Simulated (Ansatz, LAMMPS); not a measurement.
# Structural relaxation of ionic liquid ethylammonium Br-, from a frame at 590 K (144 atoms), part 2 of 3

Wanted: the relaxed structure of ionic liquid ethylammonium Br-, from a frame at 590 K (144 atoms) and its electronic structure.

Ansatz 0.2.0; Kohn-Sham DFT, PBE+D4, PAW (set soft_2), plane waves.

The cell: 24 C, 12 N, 96 H and 12 Br. The network of contacts between molecules at the start is that of the classical potential that made the cell. The density was typed from a rule of thumb and may lie off the real one at this temperature. The Brillouin zone is sampled at Γ only, in a cell whose shortest periodic width is 12 Å.

So far. Step 3 (Single point at the start): The r.m.s. force component of 1.1 eV/Å and the pressure of 0.86 GPa set the starting point.

## (4) Relaxation

The atoms are relaxed in the fixed cell, aiming at the force tolerance of the input.

File input.yaml:

```yaml
crystal:
  lattice:
    - [12.25235, 0.0, 0.0]
    - [0.0, 12.25235, 0.0]
    - [0.0, 0.0, 12.25235]
  atoms:
    [... the 144 atom lines of step 3 ...]
kpoints:
  mp_grid: { grid: [1, 1, 1] }
hamiltonian:
  xc: pbe
  dispersion: d4
scf:
  occupations: { method: fixed }
output:
  forces: true
relax:
  f_tol: 0.05
  max_steps: 200
```

On the command line:

```sh
$ ansatz run input.yaml --threads 4 --pin off --max-ram 8192MiB --backend cpu --events-out ev --progress --plain --runs-dir out
```

Numbers of over 12 decimals in the logs are rounded to 6 here.

Log:

```text
[...]
Crystal: 144 atoms, lattice volume = 1839.324 Å³
Basis set: ecut = 420 eV, 36041 PW (Γ), exchange–correlation on 180×180×180 points (8 copies of the dense FFT grid, shifted against one another)
Bands: 312, of which v1, the nominal top of the filled ones, is band 168 counted from 1 (167 counted from 0)
Symmetry: 1 space group operations
[...]
k-points: 1
[...]
SCF iter   1: F=—  HF=-45592.284464 eV  |F-HF|=—  |Δ(HF+E_count)|=         —  Δρ=3.61e-3  dr2=5.71e-1  ethr=1.77e-3  ⟨swp⟩=5.0  Hψ=1019  notcnv=0  defer=140
[...]
SCF iter   3: F=—  HF=-45592.104162 eV  |F-HF|=—  |Δ(HF+E_count)|=   1.79e-2  Δρ=6.61e-4  dr2=1.34e-2  ethr=2.69e-5  ⟨swp⟩=3.0  Hψ=304  notcnv=0  defer=46
automatic band count: iteration 3 solves 216 bands in place of 312: the levels show a gap, and the empty bands left out lie too high to hold charge; the band table lists the bands solved (type scf.n_extra_bands for more)
SCF iter   4: F=—  HF=-45592.105541 eV  |F-HF|=—  |Δ(HF+E_count)|=   1.38e-3  Δρ=2.64e-4  dr2=1.56e-3  ethr=4.00e-6  ⟨swp⟩=3.0  Hψ=388  notcnv=0  defer=46
[...]
SCF iter   6: F=-45592.105731 eV  HF=-45592.105726 eV  |F-HF|=5.20e-6  |Δ(HF+E_count)|=   5.26e-5  Δρ=2.89e-5  dr2=1.57e-5  ethr=1.86e-8  ⟨swp⟩=3.0  Hψ=770  notcnv=0
SCF 1 converged in 6 iterations: F = -45592.105731 eV  dr2 = 1.57e-5
[...]
relax step   1: F+E_penalty+E_count = -45592.10573132 eV  Δ(F+E_penalty+E_count) = +0.000e0 eV  max|allowed force component| = 4.711e0 eV/Å  Δτ_max = 0.0000 Å  (6 SCF iters, dr2 threshold 6.25e-5 eV, accepted)
[... from here on, the SCF cycles and remarks between the steps are left out ...]
relax step   2: F+E_penalty+E_count = -45599.27585204 eV  Δ(F+E_penalty+E_count) = -7.170e0 eV  max|allowed force component| = 1.882e0 eV/Å  Δτ_max = 0.1950 Å  (6 SCF iters, dr2 threshold 1.00e-4 eV, accepted)
relax step   3: F+E_penalty+E_count = -45601.46149177 eV  Δ(F+E_penalty+E_count) = -2.186e0 eV  max|allowed force component| = 5.232e-1 eV/Å  Δτ_max = 0.1949 Å  (6 SCF iters, dr2 threshold 1.00e-4 eV, accepted)
relax step   4: F+E_penalty+E_count = -45602.36235892 eV  Δ(F+E_penalty+E_count) = -9.009e-1 eV  max|allowed force component| = 2.914e-1 eV/Å  Δτ_max = 0.1947 Å  (7 SCF iters, dr2 threshold 2.12e-5 eV, accepted)
relax step   5: F+E_penalty+E_count = -45602.96408619 eV  Δ(F+E_penalty+E_count) = -6.017e-1 eV  max|allowed force component| = 3.528e-1 eV/Å  Δτ_max = 0.1950 Å  (7 SCF iters, dr2 threshold 6.57e-6 eV, accepted)
relax step   6: F+E_penalty+E_count = -45603.30156828 eV  Δ(F+E_penalty+E_count) = -3.375e-1 eV  max|allowed force component| = 2.699e-1 eV/Å  Δτ_max = 0.2000 Å  (6 SCF iters, dr2 threshold 3.86e-5 eV, accepted)
relax step   7: F+E_penalty+E_count = -45603.69260571 eV  Δ(F+E_penalty+E_count) = -3.910e-1 eV  max|allowed force component| = 2.909e-1 eV/Å  Δτ_max = 0.1950 Å  (6 SCF iters, dr2 threshold 4.27e-5 eV, accepted)
relax step   8: F+E_penalty+E_count = -45603.96604037 eV  Δ(F+E_penalty+E_count) = -2.734e-1 eV  max|allowed force component| = 2.796e-1 eV/Å  Δτ_max = 0.1962 Å  (6 SCF iters, dr2 threshold 4.95e-5 eV, accepted)
relax step   9: F+E_penalty+E_count = -45604.23369508 eV  Δ(F+E_penalty+E_count) = -2.677e-1 eV  max|allowed force component| = 3.356e-1 eV/Å  Δτ_max = 0.1927 Å  (6 SCF iters, dr2 threshold 7.22e-5 eV, accepted)
relax step  10: F+E_penalty+E_count = -45604.43799219 eV  Δ(F+E_penalty+E_count) = -2.043e-1 eV  max|allowed force component| = 4.212e-1 eV/Å  Δτ_max = 0.1951 Å  (6 SCF iters, dr2 threshold 1.00e-4 eV, accepted)
relax step  11: F+E_penalty+E_count = -45604.61885384 eV  Δ(F+E_penalty+E_count) = -1.809e-1 eV  max|allowed force component| = 4.992e-1 eV/Å  Δτ_max = 0.1925 Å  (6 SCF iters, dr2 threshold 1.00e-4 eV, accepted)
relax step  12: F+E_penalty+E_count = -45604.78544728 eV  Δ(F+E_penalty+E_count) = -1.666e-1 eV  max|allowed force component| = 4.900e-1 eV/Å  Δτ_max = 0.1944 Å  (6 SCF iters, dr2 threshold 1.00e-4 eV, accepted)
relax step  13: F+E_penalty+E_count = -45604.91228125 eV  Δ(F+E_penalty+E_count) = -1.268e-1 eV  max|allowed force component| = 3.418e-1 eV/Å  Δτ_max = 0.1945 Å  (6 SCF iters, dr2 threshold 1.00e-4 eV, accepted)
relax step  14: F+E_penalty+E_count = -45605.00753202 eV  Δ(F+E_penalty+E_count) = -9.525e-2 eV  max|allowed force component| = 2.123e-1 eV/Å  Δτ_max = 0.1948 Å  (6 SCF iters, dr2 threshold 5.68e-5 eV, accepted)
relax step  15: F+E_penalty+E_count = -45605.08693340 eV  Δ(F+E_penalty+E_count) = -7.940e-2 eV  max|allowed force component| = 1.824e-1 eV/Å  Δτ_max = 0.1905 Å  (6 SCF iters, dr2 threshold 1.74e-5 eV, accepted)
relax step  16: F+E_penalty+E_count = -45605.16063370 eV  Δ(F+E_penalty+E_count) = -7.370e-2 eV  max|allowed force component| = 1.998e-1 eV/Å  Δτ_max = 0.1952 Å  (6 SCF iters, dr2 threshold 1.28e-5 eV, accepted)
relax step  17: F+E_penalty+E_count = -45605.23597831 eV  Δ(F+E_penalty+E_count) = -7.534e-2 eV  max|allowed force component| = 2.517e-1 eV/Å  Δτ_max = 0.1955 Å  (6 SCF iters, dr2 threshold 2.95e-5 eV, accepted)
relax step  18: F+E_penalty+E_count = -45605.30752476 eV  Δ(F+E_penalty+E_count) = -7.155e-2 eV  max|allowed force component| = 2.794e-1 eV/Å  Δτ_max = 0.1944 Å  (6 SCF iters, dr2 threshold 6.34e-5 eV, accepted)
relax step  19: F+E_penalty+E_count = -45605.37671673 eV  Δ(F+E_penalty+E_count) = -6.919e-2 eV  max|allowed force component| = 3.478e-1 eV/Å  Δτ_max = 0.1953 Å  (5 SCF iters, dr2 threshold 7.81e-5 eV, accepted)
relax step  20: F+E_penalty+E_count = -45605.44534779 eV  Δ(F+E_penalty+E_count) = -6.863e-2 eV  max|allowed force component| = 4.415e-1 eV/Å  Δτ_max = 0.1949 Å  (5 SCF iters, dr2 threshold 1.00e-4 eV, accepted)
relax step  21: F+E_penalty+E_count = -45605.51298663 eV  Δ(F+E_penalty+E_count) = -6.764e-2 eV  max|allowed force component| = 4.877e-1 eV/Å  Δτ_max = 0.1921 Å  (5 SCF iters, dr2 threshold 1.00e-4 eV, accepted)
relax step  22: F+E_penalty+E_count = -45605.58543174 eV  Δ(F+E_penalty+E_count) = -7.245e-2 eV  max|allowed force component| = 3.810e-1 eV/Å  Δτ_max = 0.1958 Å  (5 SCF iters, dr2 threshold 1.00e-4 eV, accepted)
relax step  23: F+E_penalty+E_count = -45605.65357112 eV  Δ(F+E_penalty+E_count) = -6.814e-2 eV  max|allowed force component| = 2.348e-1 eV/Å  Δτ_max = 0.1960 Å  (5 SCF iters, dr2 threshold 8.86e-5 eV, accepted)
relax step  24: F+E_penalty+E_count = -45605.71351442 eV  Δ(F+E_penalty+E_count) = -5.994e-2 eV  max|allowed force component| = 9.348e-2 eV/Å  Δτ_max = 0.2000 Å  (6 SCF iters, dr2 threshold 2.09e-5 eV, accepted)
relax step  25: F+E_penalty+E_count = -45605.74500185 eV  Δ(F+E_penalty+E_count) = -3.149e-2 eV  max|allowed force component| = 1.257e-1 eV/Å  Δτ_max = 0.1950 Å  (8 SCF iters, accepted)
relax step  26: F+E_penalty+E_count = -45605.76110871 eV  Δ(F+E_penalty+E_count) = -1.611e-2 eV  max|allowed force component| = 1.587e-1 eV/Å  Δτ_max = 0.1977 Å  (7 SCF iters, dr2 threshold 2.51e-6 eV, accepted)
relax step  27: F+E_penalty+E_count = -45605.77564972 eV  Δ(F+E_penalty+E_count) = -1.454e-2 eV  max|allowed force component| = 1.412e-1 eV/Å  Δτ_max = 0.1557 Å  (6 SCF iters, dr2 threshold 2.52e-5 eV, accepted)
relax step  28: F+E_penalty+E_count = -45605.78509583 eV  Δ(F+E_penalty+E_count) = -9.446e-3 eV  max|allowed force component| = 1.026e-1 eV/Å  Δτ_max = 0.1081 Å  (6 SCF iters, dr2 threshold 1.58e-5 eV, accepted)
relax step  29: F+E_penalty+E_count = -45605.79089639 eV  Δ(F+E_penalty+E_count) = -5.801e-3 eV  max|allowed force component| = 5.675e-2 eV/Å  Δτ_max = 0.1233 Å  (6 SCF iters, dr2 threshold 5.56e-6 eV, accepted)
relax step  30: F+E_penalty+E_count = -45605.79316215 eV  Δ(F+E_penalty+E_count) = -2.266e-3 eV  max|allowed force component| = 5.544e-2 eV/Å  Δτ_max = 0.0664 Å  (8 SCF iters, accepted)
relax step  31: F+E_penalty+E_count = -45605.79439946 eV  Δ(F+E_penalty+E_count) = -1.237e-3 eV  max|allowed force component| = 2.570e-2 eV/Å  Δτ_max = 0.0202 Å  (7 SCF iters, accepted)
SCF converged after 7 iterations
Free energy (F): -45605.794399 eV
[...]
Internal energy: -45605.794399 eV  (E = F + TS)
E sigma→0 (E₀):  -45605.794399 eV
Fermi energy:    -0.771653 eV
[...]
--- Forces (eV/Å), atoms counted from 1 ---
  atom   1  C      0.00042191     0.00040605    -0.00363150
  atom   2  C     -0.00144992    -0.00115247     0.00128234
  atom   3  N     -0.00087921     0.00102033    -0.00346878
  atom   4  H     -0.00023598     0.00014797     0.00013970
  atom   5  H     -0.00100248    -0.00185404     0.00235902
  atom   6  H     -0.00052381     0.00009788     0.00009507
  atom   7  H      0.00037014     0.00111321     0.00010488
  atom   8  H     -0.00091415     0.00060731    -0.00028364
  atom   9  H      0.00366007     0.00426758    -0.00241971
  atom  10  H     -0.00124531    -0.00024319     0.01069248
  atom  11  H     -0.00004516    -0.00198039     0.00127707
  atom  12  C      0.00170803     0.00229071    -0.00014007
  atom  13  C     -0.00293673    -0.00244294     0.00022161
  atom  14  N     -0.00546018     0.00087572     0.00227052
[...]
atom 143  Br     0.00256689     0.00194417    -0.00063556
  atom 144  Br     0.00164131    -0.00127167    -0.00021136
  max |Σ_I F_I| component: 5.41e-5 eV/Å
--- Relaxed structure (31 steps of the walk, 31 accepted, 0 SCFs on fresh bases) ---
  F+E_penalty+E_count = -45605.79439946 eV   max|allowed force component| = 2.570e-2 eV/Å
  atoms:
    - { symbol: C, position: [0.937544, 0.786281, 0.609422] }
    - { symbol: C, position: [0.992034, 0.764698, 0.500173] }
    - { symbol: N, position: [0.974185, 0.858003, 0.423514] }
    - { symbol: H, position: [0.849421, 0.799571, 0.599268] }
[...]
- { symbol: Br, position: [0.712693, 0.889293, 0.360731] }
```

Run time: 5.3 min. Hardware: 4 threads of Arm Neoverse V1, shared host; peak memory 1.9 GiB; 20 min of CPU time.

Step by step (22 of 31):

```csv
step,energy less that of the first step (eV),largest force component (eV/Å)
1,0.0000,4.7114
2,-7.1701,1.8818
4,-10.2566,0.2914
5,-10.8584,0.3528
7,-11.5869,0.2909
8,-11.8603,0.2796
10,-12.3323,0.4212
11,-12.5131,0.4992
12,-12.6797,0.4900
14,-12.9018,0.2123
15,-12.9812,0.1824
17,-13.1302,0.2517
18,-13.2018,0.2794
20,-13.3396,0.4415
21,-13.4073,0.4877
22,-13.4797,0.3810
24,-13.6078,0.0935
25,-13.6393,0.1257
27,-13.6699,0.1412
28,-13.6794,0.1026
30,-13.6874,0.0554
31,-13.6887,0.0257
```

The atoms that moved most (Å):

```csv
atom,dx,dy,dz,length
H33,-1.249,1.788,-0.676,2.283
H31,-1.250,1.484,1.035,2.199
H114,-1.093,-1.236,1.387,2.155
H72,-1.143,0.506,1.554,1.994
H118,1.117,-0.084,1.601,1.954
H50,0.682,0.514,-1.691,1.895
H16,1.543,0.466,0.808,1.803
H86,0.412,-0.814,-1.472,1.732
```

The relaxation changed the energy by -95.1 meV/atom, and atoms moved by 1.1 Å r.m.s., 2.3 Å at most.

## (5) Distances and neighbours after relaxation

Bonds before and after, by the cutoffs listed below:

```csv
pair,bonds before,bonds after,mean before (Å),mean after (Å),spread before (Å),spread after (Å)
H-C,60,60,1.095,1.098,0.040,0.001
H-N,36,36,1.028,1.049,0.032,0.005
C-C,12,12,1.509,1.518,0.038,0.001
C-N,12,12,1.498,1.495,0.061,0.002
```

Density 1.36 g/cm³, 12.77 Å³ an atom.

g(r), total and by pair (bins of 0.2 Å):

```csv
r (Å),total,H-H,H-C,H-Br,H-N,C-C,C-Br
1.00,6.00,0.00,16.50,0.00,21.00,0.00,0.00
1.20,0.00,0.00,0.00,0.00,0.00,0.00,0.00
1.40,0.39,0.00,0.00,0.00,0.00,0.00,0.00
1.60,0.79,0.96,0.00,0.00,0.00,13.10,0.00
1.80,1.53,3.43,0.00,0.00,0.00,0.00,0.00
2.00,0.39,0.00,0.74,0.00,2.06,0.00,0.00
2.20,1.81,0.09,5.90,2.75,1.41,0.00,0.00
2.40,0.98,1.58,0.00,1.37,0.00,0.00,0.00
2.60,0.87,1.71,0.36,0.19,0.00,0.00,0.00
2.80,0.56,0.28,0.71,0.48,2.00,0.00,0.00
3.00,0.70,1.32,0.17,0.56,0.07,0.00,0.00
3.20,0.64,0.82,0.24,1.11,0.06,0.00,0.00
3.40,0.68,0.57,0.52,0.72,0.87,0.00,0.00
3.60,0.86,0.98,0.58,1.80,0.54,0.20,0.38
3.80,1.09,1.14,0.44,2.63,0.80,0.36,2.59
4.00,0.86,0.57,0.84,1.27,0.95,0.47,5.35
4.20,0.99,0.97,0.89,1.41,0.68,0.73,3.58
4.40,0.89,0.80,0.97,0.98,0.82,0.53,1.83
4.60,0.94,0.78,1.14,0.90,1.08,1.42,0.60
4.80,0.97,0.90,1.15,1.19,0.93,0.65,0.55
5.00,0.99,1.00,0.78,1.09,0.94,1.52,1.02
5.20,1.05,1.10,0.94,0.92,1.17,1.03,1.59
5.40,1.19,1.21,1.25,0.87,1.39,1.22,0.70
5.60,1.08,1.07,1.21,0.62,1.16,2.25,0.82
5.80,1.09,1.11,1.17,0.79,1.09,1.21,0.53
6.00,1.17,1.27,1.05,1.01,1.13,1.56,0.63
```

Bonds by pair of elements; cutoffs follow the first minimum of g(r), held within bounds set by covalent radii, and pairs that aren't listed don't count as bonded:

```csv
pair A-B,cutoff (Å),bonds,mean length (Å),spread (Å),shortest (Å),B about A,A about B
H-C,1.34,60,1.10,0.001,1.09,0.625,2.5
H-N,1.27,36,1.05,0.005,1.04,0.375,3
C-C,1.85,12,1.52,0.001,1.51,1,1
C-N,1.79,12,1.50,0.002,1.49,0.5,1
```

How many atoms have how many bonded neighbours:

```csv
element,mean,0,1,4
Br,0,12,0,0
C,4,0,0,24
H,1,0,96,0
N,4,0,0,12
```

Bond angles (no mean is given where the spread exceeds 20°):

```csv
angle,count,mean (°),spread (°)
C-C-H,60,111,0.9
H-C-H,48,108,0.6
C-N-H,36,111,1.2
H-N-H,36,108,1.8
H-C-N,24,107,0.6
```

By these cutoffs all C atoms have 4, all H atoms have 1 and all N atoms have 4 bonded neighbours. The C-C-H angle averages 111° with a spread of 0.9°.

(Continued in part 3 of 3.)

[Logs are printed without paths, hosts, clocks, repeated set-up lines and the standing remarks that a program may print on its own settings, such as how far it seeks lower states.]

[Hosts, paths, dates, database ids (printed as entryN), source tags and the programs' standing remarks are cut or masked in the printed files.]
